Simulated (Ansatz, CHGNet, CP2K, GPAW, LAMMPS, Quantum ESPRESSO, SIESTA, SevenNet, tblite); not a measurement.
**Quantum ESPRESSO on amorphous polyacrylonitrile (as short chains C14N4H18) at 400 K (108 atoms): settings compared**

How far do other settings of Quantum ESPRESSO move the forces in amorphous polyacrylonitrile (as short chains C14N4H18) at 400 K (108 atoms)? One run of the same program serves as the yardstick.

Calculated with Quantum ESPRESSO 7.5; the method is named at each step.

## Step 1: Starting point

The cell holds 108 atoms: 42 C, 12 N and 54 H. Cell: a = 10.456 Å, b = 10.456 Å, c = 10.456 Å, α = 90.0°, β = 90.0°, γ = 90.0°. 3 polyacrylonitrile chains of 4 units with methyl end groups placed at random, at 1.06 g/cm³; overlaps pushed apart, then 20 ps at 800 K with MMFF94 bonds, angles, torsions, charges and radii (Halgren, J. Comput. Chem. 17, 490 (1996)) in harmonic and 12-6 forms. Snapshot after 30 ps at 400 K and fixed volume.

The yardstick, on the same geometry:

* method: Kohn-Sham DFT, PBE, SSSP efficiency 1.3.0 pseudopotentials, plane waves (Quantum ESPRESSO 7.5); sssp-pbe-1.3.0-efficiency, cutoffs 60/480 Ry, Γ point
* r.m.s. force component: 0.9543 eV/Å
* longest force: 4.298 eV/Å
* pressure: 2.823 GPa
* gap (highest filled to lowest empty level): 5.927 eV
* time: 1.9 min on 2 MPI ranks of Arm Neoverse V2, shared host
* CPU time: 3.9 min

## Step 2: PBE, gbrv-1.5, 40/200 Ry

Method: Kohn-Sham DFT, PBE, GBRV 1.5 ultrasoft pseudopotentials, plane waves.

File pw.in:

```
&control
  calculation = 'scf'
  pseudo_dir = './pseudo'
  outdir = './tmp'
  disk_io = 'none'
  tprnfor = .true.
  tstress = .true.
/
&system
  ibrav = 0
  nat = 108
  ntyp = 3
  ecutwfc = 40
  ecutrho = 200
  nosym = .true.
  occupations = 'smearing'
  smearing = 'fd'
  degauss = 0.003675
/
&electrons
  conv_thr = 5.4e-07
  electron_maxstep = 100
  mixing_beta = 0.4
  mixing_mode = 'plain'
  diagonalization = 'david'
/
ATOMIC_SPECIES
C 12.011 C.upf
N 14.007 N.upf
H 1.008 H.upf
CELL_PARAMETERS angstrom
10.45608 0.00000 0.00000
0.00000 10.45608 0.00000
0.00000 0.00000 10.45608
ATOMIC_POSITIONS crystal
C 0.11225 0.51559 0.83684
C 0.21780 0.55469 0.92445
C 0.32797 0.46039 0.93164
C 0.28277 0.34061 0.97703
N 0.24898 0.24434 0.02336
C 0.40035 0.43115 0.80878
C 0.47513 0.53958 0.73738
C 0.53666 0.63106 0.82609
N 0.57249 0.70559 0.90185
C 0.57701 0.48824 0.65476
C 0.52088 0.40576 0.54784
C 0.61963 0.36806 0.45985
N 0.68992 0.33965 0.38089
C 0.41225 0.46885 0.46114
C 0.46276 0.58345 0.38142
C 0.36677 0.68559 0.40071
N 0.29622 0.76952 0.41782
C 0.48097 0.54761 0.23918
H 0.07166 0.42110 0.86243
H 0.02737 0.58077 0.82970
H 0.15584 0.51148 0.74157
H 0.25371 0.65312 0.89814
H 0.18456 0.56181 0.02276
H 0.40410 0.50141 0.98809
H 0.33448 0.40704 0.73655
H 0.45593 0.34300 0.82453
H 0.40894 0.59184 0.67807
H 0.63646 0.56617 0.62080
H 0.63408 0.42266 0.71388
H 0.47189 0.33029 0.59804
H 0.32822 0.48950 0.52334
H 0.37641 0.40460 0.38834
H 0.55001 0.61091 0.42443
H 0.39632 0.51076 0.19972
H 0.54483 0.46861 0.23461
H 0.51660 0.63337 0.18164
C 0.98546 0.31433 0.49329
C 0.05642 0.21552 0.41500
C 0.08476 0.26348 0.27623
C 0.13145 0.39192 0.29084
N 0.16131 0.49918 0.29185
C 0.97626 0.23795 0.17648
C 0.93358 0.09340 0.15179
C 0.03930 0.01535 0.10261
N 0.11181 0.94588 0.05473
C 0.82502 0.08435 0.05405
C 0.69629 0.13667 0.10693
C 0.66135 0.25896 0.06001
N 0.61336 0.34402 0.00751
C 0.60932 0.02602 0.11147
C 0.46912 0.04890 0.16125
C 0.46227 0.09525 0.29298
N 0.46326 0.14786 0.39180
C 0.40472 0.92075 0.15310
H 0.93013 0.37821 0.43056
H 0.04125 0.36980 0.55965
[... 48 atom lines left out ...]
H 0.07981 0.70058 0.49545
H 0.92868 0.63201 0.28302
H 0.84070 0.74971 0.33844
H 0.98455 0.77909 0.26886
K_POINTS gamma
```

Run with:

```
OMP_NUM_THREADS=1 mpirun -np 2 pw.x -in pw.in > output.txt
```

Log:

```text
Program PWSCF
     gamma-point specific algorithms are used
     Parallelization info
     sticks:   dense  smooth     PW     G-vecs:    dense   smooth      PW
     Min        3110    2478    617               184290   131890   16491
     Max        3111    2479    620               184299   131897   16496
     Sum        6221    4957   1237               368589   263787   32987
     bravais-lattice index     =            0
     lattice parameter (alat)  =      19.7591  a.u.
     unit-cell volume          =    7714.4202 (a.u.)^3
     number of atoms/cell      =          108
     number of atomic types    =            3
     number of electrons       =       282.00
     number of Kohn-Sham states=          169
     kinetic-energy cutoff     =      40.0000  Ry
     charge density cutoff     =     200.0000  Ry
     scf convergence threshold =      5.4E-07
     mixing beta               =       0.4000
     number of iterations used =            8  plain     mixing
     Exchange-correlation=  SLA  PW   PBX  PBC
                           (   1   4   3   4   0   0   0)
     crystal axes: (cart. coord. in units of alat)
               a(1) = (   1.000000   0.000000   0.000000 )
               a(2) = (   0.000000   1.000000   0.000000 )
               a(3) = (   0.000000   0.000000   1.000000 )
     reciprocal axes: (cart. coord. in units 2 pi/alat)
               b(1) = (  1.000000  0.000000  0.000000 )
               b(2) = (  0.000000  1.000000  0.000000 )
               b(3) = (  0.000000  0.000000  1.000000 )
     PseudoPot. # 1 for C :
     Pseudo is Ultrasoft + core correction, Zval =  4.0
     PseudoPot. # 2 for N :
     Pseudo is Ultrasoft + core correction, Zval =  5.0
     PseudoPot. # 3 for H :
     Pseudo is Ultrasoft, Zval =  1.0
     atomic species   valence    mass     pseudopotential
     C                 4.00    12.01100     C ( 1.00)
     N                 5.00    14.00700     N ( 1.00)
     H                 1.00     1.00800     H ( 1.00)
     No symmetry found
   Cartesian axes
     number of k points=     1  Fermi-Dirac smearing, width (Ry)=  0.0037
                       cart. coord. in units 2pi/alat
        k(    1) = (   0.0000000   0.0000000   0.0000000), wk =   2.0000000
     Dense  grid:   184295 G-vectors     FFT dimensions: (  90,  90,  90)
     Smooth grid:   131894 G-vectors     FFT dimensions: (  80,  80,  80)
     Initial potential from superposition of free atoms
     starting charge     281.9977, renormalised to     282.0000
     Starting wfcs are  270 randomized atomic wfcs
     Self-consistent Calculation
     iteration #  1     ecut=    40.00 Ry     beta= 0.40
     total energy              =    -786.06405870 Ry
     estimated scf accuracy    <      11.61366155 Ry
     iteration #  2     ecut=    40.00 Ry     beta= 0.40
     total energy              =    -786.67298289 Ry
     estimated scf accuracy    <       1.81029381 Ry
     iteration #  3     ecut=    40.00 Ry     beta= 0.40
     total energy              =    -786.77282684 Ry
     estimated scf accuracy    <       0.59164683 Ry
     iteration #  4     ecut=    40.00 Ry     beta= 0.40
     total energy              =    -786.82022982 Ry
     estimated scf accuracy    <       0.09574028 Ry
     iteration #  5     ecut=    40.00 Ry     beta= 0.40
     total energy              =    -786.82933808 Ry
     estimated scf accuracy    <       0.00930506 Ry
     iteration #  6     ecut=    40.00 Ry     beta= 0.40
     total energy              =    -786.83046441 Ry
     estimated scf accuracy    <       0.00192126 Ry
     iteration #  7     ecut=    40.00 Ry     beta= 0.40
     total energy              =    -786.83074555 Ry
     estimated scf accuracy    <       0.00030519 Ry
     iteration #  8     ecut=    40.00 Ry     beta= 0.40
     total energy              =    -786.83079357 Ry
     estimated scf accuracy    <       0.00003715 Ry
     iteration #  9     ecut=    40.00 Ry     beta= 0.40
     total energy              =    -786.83079679 Ry
     estimated scf accuracy    <       0.00001186 Ry
     iteration # 10     ecut=    40.00 Ry     beta= 0.40
     total energy              =    -786.83079872 Ry
     estimated scf accuracy    <       0.00000094 Ry
     iteration # 11     ecut=    40.00 Ry     beta= 0.40
     End of self-consistent calculation
          k = 0.0000 0.0000 0.0000 ( 16494 PWs)   bands (ev):
   -17.7964 -17.6672 -17.6171 -17.5304 -17.5011 -17.4343 -17.3981 -17.3737
   -17.3465 -17.2767 -17.2197 -17.1793 -16.3943 -16.3254 -16.3126 -15.8034
   -15.6936 -15.6341 -15.1313 -15.1206 -15.0594 -14.2638 -14.2126 -14.0219
   -13.1417 -13.0597 -12.7622 -11.9459 -11.9093 -11.6112 -11.5169 -11.3818
   -11.3520 -10.9337 -10.8142 -10.7757 -10.5571 -10.4616 -10.0616  -9.7052
    -9.6559  -9.6394  -8.6868  -8.5517  -8.3593  -8.0921  -7.8972  -7.8303
    -7.7341  -7.6335  -7.4259  -7.3938  -7.3741  -7.1536  -6.9517  -6.8940
    -6.6869  -6.6749  -6.5646  -6.4838  -6.1378  -6.0172  -5.9220  -5.8977
    -5.8754  -5.7697  -5.5772  -5.5140  -5.4199  -5.3939  -5.2654  -5.1903
    -5.1343  -5.1027  -4.8556  -4.7783  -4.7481  -4.6415  -4.5592  -4.5301
    -4.4947  -4.4449  -4.3658  -4.3351  -4.2733  -4.2077  -4.1696  -4.0873
    -4.0075  -3.9587  -3.9340  -3.9156  -3.8365  -3.8044  -3.7553  -3.7146
[...]
-2.5447  -2.4986  -2.4694  -2.4117  -2.3684  -2.3319  -2.2972  -2.2760
    -2.2401  -2.1870  -2.1029  -2.0752  -2.0457   3.8882   4.0663   4.1114
     4.1777   4.2377   4.3411   4.4112   4.4317   4.4831   4.5692   4.6367
     4.6833   4.7390   4.7613   4.8100   4.8565   4.9136   4.9894   5.0680
     5.0767   5.1164   5.1779   5.2456   5.3490   5.4666   5.5168   5.5852
     5.7300
     the Fermi energy is     0.0984 ev
!    total energy              =    -786.83079880 Ry
     estimated scf accuracy    <       0.00000034 Ry
     smearing contrib. (-TS)   =       0.00000000 Ry
     internal energy E=F+TS    =    -786.83079880 Ry
     The total energy is F=E-TS. E is the sum of the following terms:
     one-electron contribution =    -771.73885843 Ry
     hartree contribution      =     470.31874047 Ry
     xc contribution           =    -254.14452015 Ry
     ewald contribution        =    -231.26616069 Ry
     convergence has been achieved in  11 iterations
     Forces acting on atoms (cartesian axes, Ry/au):
     atom    1 type  1   force =    -0.03661711   -0.00021505   -0.02230795
     atom    2 type  1   force =     0.00162082    0.05691177    0.01537801
     atom    3 type  1   force =     0.02149177    0.02825320   -0.05708781
     atom    4 type  1   force =    -0.00588130   -0.05285789    0.06136454
     atom    5 type  2   force =     0.00677887    0.01965374   -0.01855546
     atom    6 type  1   force =     0.02148933    0.01508761   -0.02964892
     atom    7 type  1   force =     0.00892539    0.01191178    0.10218945
     atom    8 type  1   force =    -0.02540865    0.01718857    0.02582438
     atom    9 type  2   force =    -0.01071208   -0.02179675   -0.01824988
     atom   10 type  1   force =     0.01444916   -0.03535556   -0.02576254
     atom   11 type  1   force =    -0.03246980    0.05208523   -0.04312904
     atom   12 type  1   force =    -0.05583574   -0.01005367    0.06278611
[...]
atom  104 type  3   force =    -0.00449056   -0.00417950   -0.00901950
     atom  105 type  3   force =     0.07803721   -0.01816980   -0.02452138
     atom  106 type  3   force =     0.02171289   -0.00514417    0.03507088
     atom  107 type  3   force =    -0.09344959    0.04450986    0.00382979
     atom  108 type  3   force =     0.06318774    0.07381368   -0.04346374
     Total force =     0.700305     Total SCF correction =     0.001081
     Computing stress (Cartesian axis) and pressure
          total   stress  (Ry/bohr**3)                   (kbar)     P=       33.08
   0.00030256   0.00000196   0.00000130           44.51        0.29        0.19
   0.00000196   0.00021247   0.00003034            0.29       31.25        4.46
   0.00000130   0.00003034   0.00015965            0.19        4.46       23.48
     Message from routine punch:
     Nothing written, as per user request (disk_io='none')
```

Elapsed: 46 s, on 2 MPI ranks of Arm Neoverse V2, shared host; peak memory 0.78 GiB.

Banners, paths, timers and routine set-up lines are dropped from the logs unmarked, and long logs keep their key lines alone; longer cuts are marked.

Against the reference:

| Property | Result |
| --- | --- |
| r.m.s. force component | 1 eV/Å |
| r.m.s. difference of force components | 129.2 meV/Å |
| longest difference of force vectors | 464.1 meV/Å |
| force difference over r.m.s. force | 13.54 % |
| slope of forces against the reference's | 1.04 |
| correlation of force components | 0.9924 |
| gap (highest filled to lowest empty level) | 5.934 eV |
| gap difference | 0.0067 eV |
| pressure | 3.308 GPa |
| pressure difference | 0.485 GPa |

Length of the force difference by element (eV/Å):

```
element  atoms  mean  most
      C     42  0.25  0.46
      H     54  0.14  0.26
      N     12  0.32  0.40
```

Levels nearest the highest filled one (eV from it): -0.45, -0.42, -0.37, -0.32, -0.29, -0.25, -0.23, -0.19, -0.14, -0.06, -0.03, 0.00, 5.93, 6.11, 6.16, 6.22, 6.28, 6.39, 6.46, 6.48, 6.53, 6.61, 6.68, 6.73.

A closer look about N45, one of the 12 N atoms: 11 atoms, nearest first, numbered in the order of the input, with positions taken from that point.

| atom | x | y | z | distance (Å) | bonds | Fx | Fy | Fz (eV/Å) |
| --- | --- | --- | --- | --- | --- | --- | --- | --- |
| N45 | 0.00 | 0.00 | 0.00 | 0.00 | 1 | 0.21 | -0.09 | -0.13 |
| C44 | -0.76 | 0.73 | 0.50 | 1.16 | 2 | -0.64 | -0.06 | 0.58 |
| C43 | -1.86 | 1.54 | 1.01 | 2.62 | 4 | -0.05 | 1.20 | 0.90 |
| H70 | 2.10 | -0.43 | 1.56 | 2.65 | 1 | 0.62 | 0.43 | -0.11 |
| H100 | 0.33 | -0.77 | -2.61 | 2.74 | 1 | -0.15 | 0.23 | -0.62 |
| H72 | 2.81 | -0.30 | -0.07 | 2.82 | 1 | 0.16 | -0.78 | 0.80 |
| H108 | -1.33 | -1.74 | 2.24 | 3.13 | 1 | 1.62 | 1.90 | -1.12 |
| H64 | -3.13 | 0.39 | -0.25 | 3.17 | 1 | -0.01 | -0.17 | -0.23 |
| C54 | 3.06 | -0.26 | 1.03 | 3.24 | 4 | -1.03 | -1.16 | -1.46 |
| H63 | -2.40 | 1.13 | 1.97 | 3.30 | 1 | 1.50 | 0.32 | -1.08 |
| C46 | -3.00 | 1.45 | -0.01 | 3.33 | 4 | -0.02 | 1.19 | -1.36 |

Forces lie 14 % from the reference's, at 0.40 times its CPU time.

## Step 3: Outcome

```yaml
force_difference_from_the_reference: QE PBE, gbrv-1.5, 40/200 Ry, 14 %
its_cpu_time: 93 s
```

In words: PBE on plane waves or a grid with other potentials, cutoffs or grids differs from the reference by 14 % (QE PBE, gbrv-1.5, 40/200 Ry) of the r.m.s. force; potentials, valence shells or grid differ, and the table alone doesn't part them. One electronic-structure run takes under half the reference's CPU time: QE PBE, gbrv-1.5, 40/200 Ry, at 14 % in 93 s against 3.9 min. PBE gaps agree with the reference's 5.93 eV within 0.007 eV. The reference's pressure holds the uncorrected Pulay stress of its 60 Ry basis, so small pressure differences, and their order, may be the reference's own error. The network of contacts between molecules at the start is that of the classical potential that made the cell, and needn't be the one that DFT or experiment would give. The reference's PBE has no dispersion term, which matters for the binding between molecules or layers. The density was typed from a rule of thumb and may lie off the real one at this temperature. The electronic-structure runs sample only Γ, in a cell whose shortest periodic width is 10 Å.

[Also dropped from logs without a mark: logging warnings of Python, and SIESTA's first energy breakdown and zero terms.]

[Logs are printed without paths, hosts, clocks, repeated set-up lines and the standing remarks that a program may print on its own settings, such as how far it seeks lower states.]

[Hosts, paths, dates, database ids (printed as entryN), source tags and the programs' standing remarks are cut or masked in the printed files.]

[The MMFF94 radii named for the starting cell were scaled by 0.96; in molecules described by MMFF94, hydrogen bound to N, O or S took a small fixed 12-6 site in their place.]
